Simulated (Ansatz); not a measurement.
# F on Mo(110): change of the work function, part 3 of 3

Aim: the work function of Mo(110) at several coverages of F (hollow site), and the dipole that each adsorbate carries.

Ansatz 0.2.0; plane-wave DFT, PBE, Ansatz PAW.

So far, work function, upper face (eV): step 2 (the clean slab) 4.60; step 3 (17 atoms, coverage 0.25 ML, cell 2x2) 4.66.

### Step 4. The covered slab, k-mesh 12×12×1, coverage 1 ML

System of this step: Mo4F (F/Mo(110)). The cell holds 5 atoms: 4 Mo and 1 F. Cell: a = 2.728 Å, b = 2.728 Å, c = 26.182 Å, α = 90.0°, β = 90.0°, γ = 70.5°. Vacuum lies along c.

Another coverage, to see how the dipoles act on each other as their distance changes.

input.yaml reads:

```yaml
crystal:
  lattice:
    - [2.2273863607, -1.575, 0.0]
    - [2.2273863607, 1.575, 0.0]
    - [0.0, 0.0, 26.1817312058]
  atoms:
    - { symbol: Mo, position: [0.0, 0.0, 0.3437511419] }
    - { symbol: Mo, position: [0.5, 0.5, 0.4288252092] }
    - { symbol: Mo, position: [0.0, 0.0, 0.5147484717] }
    - { symbol: Mo, position: [0.5, 0.5, 0.596719817] }
    - { symbol: F, position: [0.84, 0.84, 0.6562488581] }
kpoints:
  mp_grid: { grid: [12, 12, 1] }
hamiltonian:
  xc: pbe
scf:
  occupations: { method: fermi_dirac, width: 0.1 }
  convergence: { dr2_threshold: 1.0e-08 }
efield:
  axis: 3
  dipole_correction: true
  ramp_position: 0.97
  ramp_width: 0.06
relax:
  f_tol: 0.02
  max_steps: 60
  constraints: [{ sites: [0, 1] }]
output:
  write_potential: true
  write_density: true
  volumetric_format: npy
```

Started as:

```bash
$ ansatz run input.yaml --threads 4 --pin off --max-ram 6144MiB --backend cpu --events-out ev --progress --plain --runs-dir out
```

Numbers of over 12 decimals in the logs are rounded to 6 here.

What it wrote:

```text
[...]
Crystal: 5 atoms, lattice volume = 183.698 Å³
Basis set: ecut = 420 eV, 3649 PW (Γ), exchange–correlation on 40×40×360 points (8 copies of the dense FFT grid, shifted against one another)
Bands: 38, of which v1, the nominal top of the filled ones, is band 32 counted from 1 (31 counted from 0)
Symmetry: 2 space group operations
[...]
k-points: 43 of 144 (time reversal used)
[...]
SCF iter   1: F=—  HF=-20630.955897 eV  |F-HF|=—  |Δ(HF+E_count)|=         —  Δρ=8.74e-3  dr2=2.47e0  ethr=1.77e-3  p=-0.027 e·Å  D=-2.61e-2 V/Å  ΔV_dip=0.68 eV  dr2_dipole=1.12e0  V_vac-E_F(+/−)=5.66/4.98 eV  ⟨swp⟩=8.9  Hψ=18221  notcnv=0  defer=2
[...]
SCF iter   9: F=-20630.916135 eV  HF=-20630.916135 eV  |F-HF|=1.77e-8  |Δ(HF+E_count)|=   7.63e-8  Δρ=1.13e-6  dr2=4.95e-9  ethr=1.59e-11  p=-0.061 e·Å  D=-6.00e-2 V/Å  ΔV_dip=1.57 eV  dr2_dipole=1.44e-10  V_vac-E_F(+/−)=6.18/4.61 eV  ⟨swp⟩=10.4  Hψ=12618  notcnv=0
SCF 1 converged in 9 iterations: F = -20630.916135 eV  dr2 = 4.95e-9
[...]
relax step   1: F+E_penalty+E_count = -20630.91613452 eV  Δ(F+E_penalty+E_count) = +0.000e0 eV  max|allowed force component| = 9.679e-1 eV/Å  Δτ_max = 0.0000 Å  (9 SCF iters, accepted)
Bands: 44, of which v1, the nominal top of the filled ones, is band 32 counted from 1 (31 counted from 0)
[...]
SCF iter   9: F=-20630.917044 eV  HF=-20630.917044 eV  |F-HF|=2.10e-8  |Δ(HF+E_count)|=   4.85e-8  Δρ=7.79e-7  dr2=1.20e-9  ethr=1.59e-11  p=-0.036 e·Å  D=-3.51e-2 V/Å  ΔV_dip=0.92 eV  dr2_dipole=1.34e-11  V_vac-E_F(+/−)=5.53/4.62 eV  ⟨swp⟩=9.9  Hψ=12122  notcnv=0
SCF 2 converged in 9 iterations: F = -20630.917044 eV  dr2 = 1.20e-9
relax step   2: F+E_penalty+E_count = -20630.91704377 eV  Δ(F+E_penalty+E_count) = -9.093e-4 eV  max|allowed force component| = 6.057e-1 eV/Å  Δτ_max = 0.1937 Å  (9 SCF iters, accepted)
SCF iter   1: F=—  HF=-20630.970068 eV  |F-HF|=—  |Δ(HF+E_count)|=         —  Δρ=7.54e-3  dr2=8.49e-2  ethr=2.61e-3  p=-0.036 e·Å  D=-3.51e-2 V/Å  ΔV_dip=0.92 eV  dr2_dipole=1.34e-2  V_vac-E_F(+/−)=5.52/4.60 eV  ⟨swp⟩=4.3  Hψ=4355  notcnv=0  defer=29
[...]
SCF iter   8: F=-20630.958008 eV  HF=-20630.958008 eV  |F-HF|=8.81e-9  |Δ(HF+E_count)|=   1.22e-7  Δρ=8.75e-7  dr2=2.38e-9  ethr=1.59e-11  p=-0.034 e·Å  D=-3.30e-2 V/Å  ΔV_dip=0.86 eV  dr2_dipole=1.54e-10  V_vac-E_F(+/−)=5.48/4.61 eV  ⟨swp⟩=8.1  Hψ=13513  notcnv=0
SCF 3 converged in 8 iterations: F = -20630.958008 eV  dr2 = 2.38e-9
relax step   3: F+E_penalty+E_count = -20630.95800843 eV  Δ(F+E_penalty+E_count) = -4.096e-2 eV  max|allowed force component| = 2.208e-1 eV/Å  Δτ_max = 0.0797 Å  (8 SCF iters, accepted)
[...]
relax step   4: F+E_penalty+E_count = -20630.96009545 eV  Δ(F+E_penalty+E_count) = -2.087e-3 eV  max|allowed force component| = 7.003e-2 eV/Å  Δτ_max = 0.0330 Å  (8 SCF iters, accepted)
SCF iter   1: F=—  HF=-20630.961510 eV  |F-HF|=—  |Δ(HF+E_count)|=         —  Δρ=1.70e-3  dr2=1.12e-2  ethr=1.48e-4  p=-0.036 e·Å  D=-3.59e-2 V/Å  ΔV_dip=0.94 eV  dr2_dipole=2.70e-3  V_vac-E_F(+/−)=5.55/4.61 eV  ⟨swp⟩=2.7  Hψ=3800  notcnv=0  defer=29
[...]
SCF iter   7: F=-20630.960770 eV  HF=-20630.960770 eV  |F-HF|=5.58e-8  |Δ(HF+E_count)|=   1.77e-7  Δρ=1.35e-6  dr2=3.91e-9  ethr=1.59e-11  p=-0.039 e·Å  D=-3.81e-2 V/Å  ΔV_dip=1.00 eV  dr2_dipole=1.02e-10  V_vac-E_F(+/−)=5.61/4.61 eV  ⟨swp⟩=10.2  Hψ=12435  notcnv=0
SCF 5 converged in 7 iterations: F = -20630.960770 eV  dr2 = 3.91e-9
relax step   5: F+E_penalty+E_count = -20630.96077025 eV  Δ(F+E_penalty+E_count) = -6.748e-4 eV  max|allowed force component| = 8.771e-3 eV/Å  Δτ_max = 0.0269 Å  (7 SCF iters, accepted)
[...]
WARN: The output density's exchange-correlation potential varies sharply where the density is thin. Do not read a vacuum level from v_tot or v_xc, or from such a field of the output density. On a cell that repeats whose density bears no net charge and no dipole along the vacuum's axis use v_es (v_loc + v_h of the components); under efield.dipole_correction with no amplitude use v_es + v_field, which holds any externa [...]
SCF converged after 7 iterations
Free energy (F): -20630.960770 eV
[...]
Internal energy: -20630.850710 eV  (E = F + TS)
E sigma→0 (E₀):  -20630.905740 eV
Entropy (-TS):   -0.110061 eV (-22.012 meV/atom)
Fermi energy:    4.401204 eV
Dipole field:    D = -0.038067 V/Å  (p = -0.038645 e·Å, saw-weighted, corrected)
Work function:   Φ+ = 5.6075 eV   Φ− = 4.6108 eV
[...]
--- Forces (eV/Å), atoms counted from 1 ---
  atom   1  Mo    -0.00332419    -0.00000000     0.52855429
  atom   2  Mo     0.00129953     0.00000000    -0.53505313
  atom   3  Mo     0.00086500     0.00000000     0.00877065
  atom   4  Mo     0.00028976    -0.00000000    -0.00360712
  atom   5  F      0.00085958     0.00000000     0.00130582
  max |Σ_I F_I| component: 2.95e-5 eV/Å
--- Band table (eV; the first three rows and the last of 43) ---
  k-point 0: bands = [... 28 lower, 2.8722, 2.9766, 3.4539, 3.5120, 4.6558, 5.0755, 5.2560, 5.6790, ... 8 higher]
  k-point 1: bands = [... 28 lower, 2.7666, 3.0134, 3.2826, 3.6214, 4.6195, 4.8376, 5.1342, 5.5427, ... 8 higher]
  k-point 2: bands = [... 28 lower, 2.5369, 2.7460, 3.5416, 3.7266, 4.2081, 4.9525, 5.2131, 5.4243, ... 8 higher]
  k-point 42: bands = [... 28 lower, 3.0484, 4.8387, 5.3327, 5.3716, 5.5609, 5.8731, 7.4770, 7.5262, ... 8 higher]
--- Relaxed structure (5 steps of the walk, 5 accepted, 0 SCFs on fresh bases) ---
  F+E_penalty+E_count = -20630.96077025 eV   max|allowed force component| = 8.771e-3 eV/Å
  atoms:
    - { symbol: Mo, position: [0.0, 0.0, 0.343751] }
    - { symbol: Mo, position: [0.5, 0.5, 0.428825] }
    - { symbol: Mo, position: [0.00314888, 0.00314888, 0.514665] }
    - { symbol: Mo, position: [0.520607, 0.520607, 0.597598] }
    - { symbol: F, position: [0.850275, 0.850275, 0.654776] }
```

It took 42 s on 4 threads of AMD EPYC 7R43, shared host; peak memory 0.67 GiB; 2.7 min of CPU time.

Step by step:

```
step  energy less that of the first step (eV)  largest force component (eV/Å)
   1                                   0.0000                          0.9679
   2                                  -0.0009                          0.6057
   3                                  -0.0419                          0.2208
   4                                  -0.0440                          0.0700
   5                                  -0.0446                          0.0088
```

Forces are held to the 2 operations that the run works with; a distortion that breaks them can't arise in this run.

The atoms that moved most (Å):

```
atom     dx     dy      dz  length
 Mo4  0.092  0.000   0.023   0.095
  F5  0.046  0.000  -0.039   0.060
 Mo3  0.014  0.000  -0.002   0.014
```

The relaxed structure:

```
Mo F
1.0
     2.22739   -1.57500    0.00000
     2.22739    1.57500    0.00000
     0.00000    0.00000   26.18173
Mo F
4 1
Direct
  0.00000 0.00000 0.34375
  0.50000 0.50000 0.42883
  0.00315 0.00315 0.51467
  0.52061 0.52061 0.59760
  0.85028 0.85028 0.65478
```

This step gave:

* energy at zero smearing: -20630.9057 eV
* work function, upper face: 5.608 eV
* work function, lower face: 4.611 eV
* dipole along the normal: -0.03864 e·Å
* step between the vacuum levels: 0.9967 eV

Running mean over 2.227 Å of the planar mean; the ramp of the sawtooth is left out. Table of electron's electrostatic potential energy less the Fermi level by z:

```
z (Å)  electron's electrostatic potential energy less the Fermi level (eV)
  3.5                                                                 4.61
  4.0                                                                 4.61
  4.5                                                                 4.61
  5.0                                                                 4.60
  5.5                                                                 4.57
  6.0                                                                 4.47
  6.5                                                                 4.16
  7.0                                                                 3.14
  7.5                                                               -0.185
  8.0                                                                -6.02
  8.5                                                                -10.8
  9.0                                                                -12.4
  9.5                                                                -12.6
 10.0                                                                -12.7
 10.5                                                                -12.8
 11.0                                                                -12.8
 11.5                                                                -12.8
 12.0                                                                -12.7
 12.5                                                                -12.7
 13.0                                                                -12.8
 13.5                                                                -12.9
 14.0                                                                -13.2
 14.5                                                                -13.6
 15.0                                                                -13.6
 15.5                                                                -13.6
 16.0                                                                -14.1
 16.5                                                                -11.7
 17.0                                                                -5.63
 17.5                                                               -0.863
 18.0                                                                 1.85
 18.5                                                                 4.37
 19.0                                                                 5.47
 19.5                                                                 5.59
 20.0                                                                 5.60
 20.5                                                                 5.61
 21.0                                                                 5.61
 21.5                                                                 5.61
 22.0                                                                 5.61
 22.5                                                                 5.61
 23.0                                                                 5.61
```

The relaxation took 5 steps and lowered the energy by 0.045 eV; the largest force on the free atoms ends at 0.0088 eV/Å.

The covered face has 5.61 eV, +1.01 eV against the clean one; the bare back face has moved by -0.09 eV, a measure of how thin the slab is.

### Step 5. Work function against coverage

This step: plane-wave DFT, PBE, Ansatz PAW; work function against coverage (Ansatz 0.2.0).

The runs are now put side by side.

Numbers from this step:

```
work function of the clean face     : 4.598 eV
largest change of the work function : 1.009 eV
```

Work function of the covered face against coverage:

```
coverage (adsorbates/nm²)  work function of the covered face (eV)
                     0.00                                    4.60
                     3.56                                    4.66
                    14.25                                    5.61
```

The dipole per adsorbate comes from the change of the cell's dipole. Coverage, by row:

```
coverage (1/nm²)  coverage (ML)  work function (eV)  change (eV)  dipole per adsorbate, positive end outwards (debye)  mean height of the added atoms over the highest substrate atom (Å)
           3.563           0.25               4.665      0.06668                                               -0.071                                                               1.476
           14.25              1               5.608        1.009                                               -0.204                                                               1.497
```

### Step 6. Outcome

| Property | Result |
| --- | --- |
| work function of the clean face | 4.60 eV |
| work function at 0.25 ML | 4.66 eV |
| work function at 1 ML | 5.61 eV |
| dipole per adsorbate at 0.25 ML, positive end outwards | -0.07 D |

**Reading.** At the lowest coverage F changes the work function of Mo(110) by under 0.15 eV, within the error of so thin a slab; the largest change, +1.01 eV, comes at higher coverage. The slab has 4 layers, at the tabulated experimental lattice constant, one starting site was run, and quantum-size effects of a slab this thin can reach one or two tenths of an eV.

[Logs are printed without paths, hosts, clocks, repeated set-up lines and the standing remarks that a program may print on its own settings, such as how far it seeks lower states.]

[Hosts, paths, dates, database ids (printed as entryN), source tags and the programs' standing remarks are cut or masked in the printed files.]

[Maps of the electrostatic potential energy from Ansatz leave out the sawtooth potential of an applied field or a dipole correction, so their vacuum need not be flat; planar profiles and work functions include it.]
